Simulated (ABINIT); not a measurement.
# InP (F-43m): G0W0 with ABINIT, start to end, part 2 of 3

How does a plane-wave GW calculation on InP (F-43m) run from the first input to the gap?

ABINIT 10.8.3; PBE and many-body steps on it, plane waves. Known limits of the many-body steps: not at the basis limit; mesh may overstate the screening; no spin-orbit coupling; coarse k mesh.

So far. Step 2 (Ground state): The gap is direct, at Γ.

### 3. Bands along the symmetry lines

Level of this step: DFT, PBE, plane waves, norm-conserving pseudopotentials (ABINIT).

The cheap functional maps the bands first; the places of the edges decide which points the dearer methods must see.

run.abi reads:

```
acell 3*1.0 Angstrom
rprim 
  -0.000000000000 2.934350000000 2.934350000000
  2.934350000000 -0.000000000000 2.934350000000
  2.934350000000 2.934350000000 -0.000000000000
ntypat 2
znucl 49 15
natom 2
typat 1 2
xred 
  0.000000000000 0.000000000000 0.000000000000
  0.250000000000 0.250000000000 0.250000000000
pp_dirpath "pseudos"
pseudos "In.upf, P.upf"
ecut 33
iscf -2
irdden 1
kptopt 0
nkpt 50
kpt 
  0.00000000 0.00000000 0.00000000
  -0.06250000 -0.06250000 0.00000000
  -0.12500000 -0.12500000 0.00000000
  -0.18750000 -0.18750000 0.00000000
  -0.25000000 -0.25000000 0.00000000
  -0.31250000 -0.31250000 0.00000000
  -0.37500000 -0.37500000 0.00000000
  -0.43750000 -0.43750000 0.00000000
  -0.50000000 -0.50000000 0.00000000
  -0.48437500 -0.48437500 0.03125000
  -0.46875000 -0.46875000 0.06250000
  -0.45312500 -0.45312500 0.09375000
  -0.43750000 -0.43750000 0.12500000
  -0.42187500 -0.42187500 0.15625000
  -0.40625000 -0.40625000 0.18750000
  -0.39062500 -0.39062500 0.21875000
  -0.37500000 -0.37500000 0.25000000
  -0.37500000 0.00000000 0.37500000
  -0.32812500 0.00000000 0.32812500
  -0.28125000 0.00000000 0.28125000
  -0.23437500 0.00000000 0.23437500
  -0.18750000 0.00000000 0.18750000
  -0.14062500 0.00000000 0.14062500
  -0.09375000 0.00000000 0.09375000
  -0.04687500 0.00000000 0.04687500
  0.00000000 0.00000000 0.00000000
  0.00000000 0.00000000 0.06250000
  0.00000000 0.00000000 0.12500000
  0.00000000 0.00000000 0.18750000
  0.00000000 0.00000000 0.25000000
  0.00000000 0.00000000 0.31250000
  0.00000000 0.00000000 0.37500000
  0.00000000 0.00000000 0.43750000
  -0.00000000 -0.00000000 0.50000000
  -0.06250000 -0.03125000 0.46875000
  -0.12500000 -0.06250000 0.43750000
  -0.18750000 -0.09375000 0.40625000
  -0.25000000 -0.12500000 0.37500000
  -0.31250000 -0.15625000 0.34375000
  -0.37500000 -0.18750000 0.31250000
  -0.43750000 -0.21875000 0.28125000
  -0.50000000 -0.25000000 0.25000000
  -0.50000000 -0.28125000 0.21875000
  -0.50000000 -0.31250000 0.18750000
  -0.50000000 -0.34375000 0.15625000
  -0.50000000 -0.37500000 0.12500000
  -0.50000000 -0.40625000 0.09375000
  -0.50000000 -0.43750000 0.06250000
  -0.50000000 -0.46875000 0.03125000
  -0.50000000 -0.50000000 0.00000000
istwfk *1
nband 23
nbdbuf 5
tolwfr 1e-07
nstep 50
prtwf 0
prtvol 0
indata_prefix "in"
outdata_prefix "out"
tmpdata_prefix "tmp"
```

On the command line:

```console
$ OMP_NUM_THREADS=1 mpirun -n 4 abinit run.abi > log
```

Numbers of over 12 decimals in the logs are rounded to 6 here.

Log:

```text
.Version 10.8.3 of ABINIT. v10.8.2 released Aug 2026.

 Symmetries : space group F-4 3 m (#216); Bravais cF (face-center cubic)
[... echo of the input left out ...]
== DATASET  1 ==================================================================
-   mpi_nproc: 4, omp_nthreads: 1 (-1 if OMP is not activated)

--- !DatasetInfo
iteration_state: {dtset: 1, }
dimensions: {natom: 2, nkpt: 50, mband: 23, nsppol: 1, nspinor: 1, nspden: 1, mpw: 3119, }
cutoff_energies: {ecut:  33.0, pawecutdg:  -1.0, }
electrons: {nelect:   2.60000000E+01, charge:   0.00000000E+00, occopt:   1.00000000E+00, tsmear:   1.00000000E-02, }

 Real(R)+Recip(G) space primitive vectors, cartesian coordinates (Bohr,Bohr^-1):
 R(1)=  0.0000000  5.5451179  5.5451179  G(1)= -0.0901694  0.0901694  0.0901694
 R(2)=  5.5451179  0.0000000  5.5451179  G(2)=  0.0901694 -0.0901694  0.0901694
 R(3)=  5.5451179  5.5451179  0.0000000  G(3)=  0.0901694  0.0901694 -0.0901694
 Unit cell volume ucvol=  3.4100625E+02 bohr^3
 Angles (23,13,12)=  6.00000000E+01  6.00000000E+01  6.00000000E+01 degrees

 getcut: wavevector=  0.0000  0.0000  0.0000  ngfft=  45  45  45
         ecut(hartree)=     33.000   => boxcut(ratio)=   2.16973

--- Pseudopotential description ------------------------------------------------
- In Generated using ONCVPSP code by D. R. Hamann
- 49.00000  21.00000  171031                  znucl, zion, pspdat
12 -101130 2 -1 1964                          pspcod,pspxc,lmax,lloc,mmax
     nproj     2     2     2
  pspatm : epsatm=   33.77322108
         --- l  ekb(1:nproj) -->
             0    8.444792   -0.551410
             1    2.489821   -1.164509
             2   -3.311344   -0.947824
 pspatm: atomic psp has been read  and splines computed

- P Generated using ONCVPSP code by D. R. Hamann
- 15.00000   5.00000  171031                  znucl, zion, pspdat
12 -101130 2 -1 1298                          pspcod,pspxc,lmax,lloc,mmax
     nproj     2     2     2
  pspatm : epsatm=    8.05910421
         --- l  ekb(1:nproj) -->
[...]
pspatm: atomic psp has been read  and splines computed

--------------------------------------------------------------------------------

================================================================================
 prteigrs : about to open file out_EIG
 Non-SCF case, kpt    1 (  0.00000  0.00000  0.00000), residuals and eigenvalues=
  2.41E-08  1.18E-08  1.89E-08  3.51E-08  9.68E-09  1.70E-08  2.39E-08  3.11E-08
  8.00E-08  6.46E-08  2.37E-08  6.58E-08  4.55E-08  6.04E-08  2.99E-08  4.12E-08
  8.64E-08  2.98E-08  2.67E-08  2.35E-08  4.63E-08  7.42E-08  4.76E-08
 -4.0473E+00 -2.5212E+00 -2.5212E+00 -2.5212E+00 -3.4094E-01 -3.4094E-01
 -3.4094E-01 -3.3551E-01 -3.3551E-01 -2.4140E-01  1.8090E-01  1.8090E-01
  1.8090E-01  2.0616E-01  3.3111E-01  3.3111E-01  3.3111E-01  4.9603E-01
  5.2661E-01  5.2661E-01  5.9319E-01  5.9319E-01  5.9319E-01
[...]
5.3197E-01  5.3968E-01  6.1238E-01  6.1238E-01  6.2453E-01
[...]
Non-SCF case, kpt   49 ( -0.50000 -0.46875  0.03125), residuals and eigenvalues=
[...]
5.7960E-01  6.1383E-01  6.1492E-01  6.8154E-01  7.6588E-01
 Non-SCF case, kpt   50 ( -0.50000 -0.50000  0.00000), residuals and eigenvalues=
[...]
-3.3712E-01 -3.3712E-01 -3.3416E-01 -1.5473E-01 -2.9791E-02  9.6122E-02
  9.6122E-02  2.4583E-01  2.6424E-01  5.1911E-01  5.3215E-01  5.3215E-01
  5.7691E-01  6.1404E-01  6.1404E-01  6.7602E-01  7.7036E-01

--- !ResultsGS
iteration_state: {dtset: 1, }
comment   : Summary of ground state results
lattice_vectors:
- [ -0.0000000,   5.5451179,   5.5451179, ]
- [  5.5451179,  -0.0000000,   5.5451179, ]
- [  5.5451179,   5.5451179,  -0.0000000, ]
lattice_lengths: [   7.84198,    7.84198,    7.84198, ]
lattice_angles: [ 60.000,  60.000,  60.000, ] # degrees, (23, 13, 12)
lattice_volume:   3.4100625E+02
convergence: {deltae:  0.000E+00, res2:  0.000E+00, residm:  9.975E-08, diffor:  0.000E+00, }
etotal    :  -2.06381893E+02
entropy   :   0.00000000E+00
fermie    :   1.80897190E-01
cartesian_stress_tensor: null
pressure_GPa: null
xred      :
- [  0.0000E+00,   0.0000E+00,   0.0000E+00, In]
- [  2.5000E-01,   2.5000E-01,   2.5000E-01,  P]
cartesian_forces: null
force_length_stats: {min: null, max: null, mean: null, }

 Integrated electronic density in atomic spheres:
 ------------------------------------------------
 Atom  Sphere_radius  Integrated_density
[...]
================================================================================

 ----iterations are completed or convergence reached----

 Mean square residual over all n,k,spin=   41.528E-09; max=  99.749E-09
 reduced coordinates (array xred) for    2 atoms
       0.000000000000      0.000000000000      0.000000000000
       0.250000000000      0.250000000000      0.250000000000

 cartesian coordinates (angstrom) at end:
    1      0.000000     0.000000     0.000000
    2      1.467175     1.467175     1.467175
 length scales=  1.889726125908  1.889726125908  1.889726125908 bohr
              =  1.000000000000  1.000000000000  1.000000000000 angstroms
 prteigrs : about to open file out_EIG
 Eigenvalues (hartree) for nkpt=  50  k points:
 kpt#   1, nband= 23, wtk=  1.00000, kpt=  0.0000  0.0000  0.0000 (reduced coord)
[...]
kpt#   2, nband= 23, wtk=  1.00000, kpt= -0.0625 -0.0625  0.0000 (reduced coord)
[...]
kpt#   3, nband= 23, wtk=  1.00000, kpt= -0.1250 -0.1250  0.0000 (reduced coord)
[...]
kpt#  49, nband= 23, wtk=  1.00000, kpt= -0.5000 -0.4687  0.0313 (reduced coord)
[...]
0.52476    0.53621    0.57960    0.61383    0.61492    0.68154    0.76588
 kpt#  50, nband= 23, wtk=  1.00000, kpt= -0.5000 -0.5000  0.0000 (reduced coord)
  -4.04727   -2.52125   -2.52125   -2.52125   -0.34750   -0.33725   -0.33712   -0.33712
  -0.33416   -0.15473   -0.02979    0.09612    0.09612    0.24583    0.26424    0.51911
   0.53215    0.53215    0.57691    0.61404    0.61404    0.67602    0.77036

== END DATASET(S) ==============================================================
================================================================================

 -outvars: echo values of variables after computation  --------
            nband          23
             nkpt          50
          spgroup         216
 [... the other variables as echoed above ...]

 Calculation completed.
```

Elapsed: 13 s, on 4 MPI ranks of Arm Neoverse V2, shared host; peak memory 0.31 GiB.

This step gave:

```yaml
gap: 0.6874 eV
k_of_the_valence_top: 0, 0, 0
k_of_the_conduction_bottom: 0, 0, 0
least_direct_gap: 0.6874 eV
```

The gap is 0.687 eV, as in the run before at this level.

Electronic bands along the path, in eV, zero at the top of the highest filled band:

```csv
point,band 10,band 11,band 12,band 13,band 14,band 15,band 16,band 17
Γ,-11.49,0.00,0.00,0.00,0.69,4.09,4.09,4.09
halfway,-10.60,-3.33,-1.40,-1.40,2.49,3.12,6.37,6.37
X,-9.13,-5.73,-2.31,-2.31,1.77,2.27,9.20,9.56
halfway,-9.12,-5.69,-2.73,-2.21,2.04,2.87,8.38,8.69
U,-9.15,-5.59,-3.29,-1.93,2.36,4.39,7.50,7.53
jump to K,-9.15,-5.59,-3.29,-1.93,2.36,4.39,7.50,7.53
halfway,-10.51,-3.79,-2.00,-0.57,2.82,4.69,4.99,5.21
Γ,-11.49,0.00,0.00,0.00,0.69,4.09,4.09,4.09
halfway,-10.82,-3.43,-0.55,-0.55,1.78,4.79,4.79,5.32
L,-9.78,-5.71,-0.97,-0.97,1.49,4.80,4.80,7.11
halfway,-9.47,-5.53,-2.68,-1.62,3.16,4.19,5.87,7.21
W,-9.06,-5.58,-2.94,-2.89,4.29,4.37,5.56,6.21
halfway,-9.10,-5.66,-2.64,-2.63,2.69,3.10,7.65,7.73
X,-9.13,-5.73,-2.31,-2.31,1.77,2.27,9.20,9.56
```

The electronic bands as a text plot (rows in eV, shown from -8.0 to 6.7 only):

```
    6.4 |     ++            ++                 +         ++++
    5.8 |    +              ++               ++      +++++++
    5.2 |                  ++++++++++       +++   +++
    4.5 | +++             +     ++++++   ++++  +++++++  +++
    3.9 |++              +         ++++++             ++++ ++
    3.3 |  ++ ++        +                             ++    ++
    2.7 |    ++++++    +   ++++++++                  +       +++
    2.1 |  ++   +++++++++++        ++      +        +         +++
    1.5 | +          +               +   ++ ++++++++
    0.9 |+                            +++
    0.3 |*                           ***
   -0.4 | ***                   ******  *****
   -1.0 |    *              ****     *       ********
   -1.6 |  ** ****         *     ****    **         ***
   -2.2 |    *    *********     *                    * **      **
   -2.8 |              **     ** **        *          ** ******
   -3.4 |     **         *****              *           **
   -4.0 |       **              *            **
   -4.6 |         *           **
   -5.2 |          **      ***                 **     ***
   -5.9 |            ******                      *****   ********
   -6.5 |
   -7.1 |
   -7.7 |
         Γ           X  U|K            Γ         L        W     X
```

### 4. Empty states on the mesh, 4×4×4 mesh, 195 bands

The sums over transitions need many empty states on a uniform mesh; this step solves for them.

run.abi reads:

```
acell 3*1.0 Angstrom
rprim 
  -0.000000000000 2.934350000000 2.934350000000
  2.934350000000 -0.000000000000 2.934350000000
  2.934350000000 2.934350000000 -0.000000000000
ntypat 2
znucl 49 15
natom 2
typat 1 2
xred 
  0.000000000000 0.000000000000 0.000000000000
  0.250000000000 0.250000000000 0.250000000000
pp_dirpath "pseudos"
pseudos "In.upf, P.upf"
ecut 33
ngkpt 4 4 4
nshiftk 1
shiftk 0 0 0
kptopt 1
chksymbreak 0
irdden 1
istwfk *1
nband 195
prtvol 0
optdriver 6
gwr_task "HDIAGO"
paral_kgb 0
occopt 1
indata_prefix "in"
outdata_prefix "out"
tmpdata_prefix "tmp"
```

Log:

```text
[banner, memory and clock lines left out]
.Version 10.8.3 of ABINIT. v10.8.2 released Aug 2026.

 Symmetries : space group F-4 3 m (#216); Bravais cF (face-center cubic)
[... echo of the input left out ...]
== DATASET  1 ==================================================================
-   mpi_nproc: 4, omp_nthreads: 1 (-1 if OMP is not activated)

--- !DatasetInfo
iteration_state: {dtset: 1, }
dimensions: {natom: 2, nkpt: 8, mband: 195, nsppol: 1, nspinor: 1, nspden: 1, mpw: 3119, }
cutoff_energies: {ecut:  33.0, pawecutdg:  -1.0, }
electrons: {nelect:   2.60000000E+01, charge:   0.00000000E+00, occopt:   1.00000000E+00, tsmear:   1.00000000E-02, }

.Using double precision arithmetic; gwpc =  8

- Reading GS density from: in_DEN

--- Pseudopotential description ------------------------------------------------
- In Generated using ONCVPSP code by D. R. Hamann
- 49.00000  21.00000  171031                  znucl, zion, pspdat
12 -101130 2 -1 1964                          pspcod,pspxc,lmax,lloc,mmax
     nproj     2     2     2
  pspatm : epsatm=   33.77322108
         --- l  ekb(1:nproj) -->
             0    8.444792   -0.551410
             1    2.489821   -1.164509
             2   -3.311344   -0.947824
 pspatm: atomic psp has been read  and splines computed

- P Generated using ONCVPSP code by D. R. Hamann
- 15.00000   5.00000  171031                  znucl, zion, pspdat
12 -101130 2 -1 1298                          pspcod,pspxc,lmax,lloc,mmax
     nproj     2     2     2
  pspatm : epsatm=    8.05910421
         --- l  ekb(1:nproj) -->
             0    6.598722    1.052341
             1    3.369366    0.884600
             2   -3.154982   -0.827415
 pspatm: atomic psp has been read  and splines computed

   1.08764046E+03                                ecore*ucvol(ha*bohr**3)

 Total charge density [el/Bohr^3]
)     Maximum=    2.8179E+00  at reduced coord.    0.0222    0.0667    0.9111
)     Minimum=    1.9877E-03  at reduced coord.    0.5111    0.4889    0.4889
   Integrated=    2.6000E+01

 === KS gaps after direct diagonalization ===
 Direct band gap semiconductor
 Fundamental gap:     0.688 (eV)
   VBM:     4.922 (eV) at k: [ 0.0000E+00,  0.0000E+00,  0.0000E+00]
   CBM:     5.610 (eV) at k: [ 0.0000E+00,  0.0000E+00,  0.0000E+00]
 Direct gap:         0.688 (eV) at k: [ 0.0000E+00,  0.0000E+00,  0.0000E+00]

== END DATASET(S) ==============================================================

 -outvars: echo values of variables after computation  --------
           etotal      0.0000000000E+00
            nband         195
             nkpt           8
          spgroup         216
 [... the other variables as echoed above ...]

 Calculation completed.
```

Elapsed: 39 s, on 4 MPI ranks; peak memory 2.3 GiB; 2.6 min of CPU time.

Numbers from this step:

```yaml
gap: 0.6876 eV
k_of_the_valence_top: 0, 0, 0
k_of_the_conduction_bottom: 0, 0, 0
least_direct_gap: 0.6876 eV
k_points_computed: 8
lowest_point_of_the_top_converged_band_above_the_valence_top: 120.8832 eV
```

On this mesh the gap is 0.688 eV.

### 5. Screening, 4×4×4 mesh, 187 bands, screening to 179.6 eV

The RPA dielectric matrix is built and inverted for each q.

This step: RPA screening on PBE, plane waves, norm-conserving pseudopotentials.

run.abi, as its differences from that of step 4:

```diff
@@ -20,10 +20,11 @@
 chksymbreak 0
-irdden 1
 istwfk *1
-nband 195
-prtvol 0
-optdriver 6
-gwr_task "HDIAGO"
-paral_kgb 0
 occopt 1
+irdwfk 1
+optdriver 3
+nband 187
+ecuteps 6.6
+inclvkb 2
+awtr 1
+symchi 1
 indata_prefix "in"
```

Log:

```text
.Version 10.8.3 of ABINIT. v10.8.2 released Aug 2026.

 Symmetries : space group F-4 3 m (#216); Bravais cF (face-center cubic)
[... echo of the input left out ...]
== DATASET  1 ==================================================================
-   mpi_nproc: 4, omp_nthreads: 1 (-1 if OMP is not activated)

--- !DatasetInfo
iteration_state: {dtset: 1, }
dimensions: {natom: 2, nkpt: 8, mband: 187, nsppol: 1, nspinor: 1, nspden: 1, mpw: 3119, }
cutoff_energies: {ecut:  33.0, pawecutdg:  -1.0, }
electrons: {nelect:   2.60000000E+01, charge:   0.00000000E+00, occopt:   1.00000000E+00, tsmear:   1.00000000E-02, }

 SCREENING: Calculation of the susceptibility and dielectric matrices

 Based on a program developped by R.W. Godby, V. Olevano, G. Onida, and L. Reining.
 Incorporated in ABINIT by V. Olevano, G.-M. Rignanese, and M. Torrent.
.Using double precision arithmetic ; gwpc =  8

[... cell and pseudopotentials left out ...]
--------------------------------------------------------------------------------

 ==== K-mesh for the wavefunctions ====
 Number of points in the irreducible wedge :     8
[... list of points left out ...]
 Together with 24 symmetry operations and time-reversal symmetry
 yields    64 points in the full Brillouin Zone.

 ==== Q-mesh for the screening function ====
 Number of points in the irreducible wedge :     8
[... list of points left out ...]
 Together with 24 symmetry operations and time-reversal symmetry
 yields    64 points in the full Brillouin Zone.

 setmesh: FFT mesh size selected  =    30x   30x   30
          total number of points  =        27000

 vcoul_init : cutoff-mode = AUXILIARY_FUNCTION
 q-points for optical limit:   1
     1)      0.000010    0.000020    0.000030

- screening: taking advantage of time-reversal symmetry
- Maximum band index for partially occupied states nbvw = 13
- Remaining bands to be divided among processors   nbcw = 174
- Number of bands treated by each node ~43

 Number of electrons calculated from density =   26.0000; Expected =   26.0000
 average of density, n =  0.076245
 r_s =    1.4630
 omega_plasma =   26.6355 [eV]

 calculating chi0 at frequencies [eV] :
  1    0.000000E+00    0.000000E+00
  2    0.000000E+00    2.663552E+01

--------------------------------------------------------------------------------
  q-point number  1        q = ( 0.000000, 0.000000, 0.000000) [r.l.u.]
--------------------------------------------------------------------------------
[... chi0 elements left out ...]
 For q-point:  0.000010 0.000020 0.000030
  dielectric constant =  47.2034
  dielectric constant without local fields =  49.8115

  Average fulfillment of the sum rule on Im[epsilon] for q-point    1 :     78.23  [%]
[... wings left out ...]
  q-point number  2        q = ( 0.250000, 0.000000, 0.000000) [r.l.u.]
--------------------------------------------------------------------------------
[... chi0 elements left out ...]
  Average fulfillment of the sum rule on Im[epsilon] for q-point    2 :     87.38  [%]

 [... 6 further q-points ...]
```

The job ended after 49 s (4 MPI ranks; peak memory 1.2 GiB; 3.3 min of CPU time).

Numbers from this step:

| Item | Value |
| --- | --- |
| ε∞ with local fields, on this mesh, along the program's q direction | 47.20 |
| the same without local fields | 49.81 |
| plasma frequency | 26.64 eV |
| plane waves in the screening matrix | 283 |

Local fields lower ε∞ by 5 %. On a Γ-centred mesh this coarse the value itself is usually too large, while a short band sum pulls it down.

(Continued in part 3 of 3.)

[Paths, hosts, dates, memory and timing lines, banners, echoed tables and standing remarks are left out of the program output.]

[Logs are printed without paths, hosts, clocks, repeated set-up lines and the standing remarks that a program may print on its own settings, such as how far it seeks lower states.]

[Runs of the session that timed out or met a known fault of the program may be left out.]

[Hosts, paths, dates, database ids (printed as entryN), source tags and the programs' standing remarks are cut or masked in the printed files.]

[G0W0 gaps are taken among the corrected bands and points alone; a level outside them can change the order at an edge.]

[Where Ansatz stands beside ABINIT at settings called matched, ABINIT's density can come from a denser mesh and the files from another edition; pairs whose starting gaps differed by over 0.03 eV were left out, so agreement reads better than it is.]
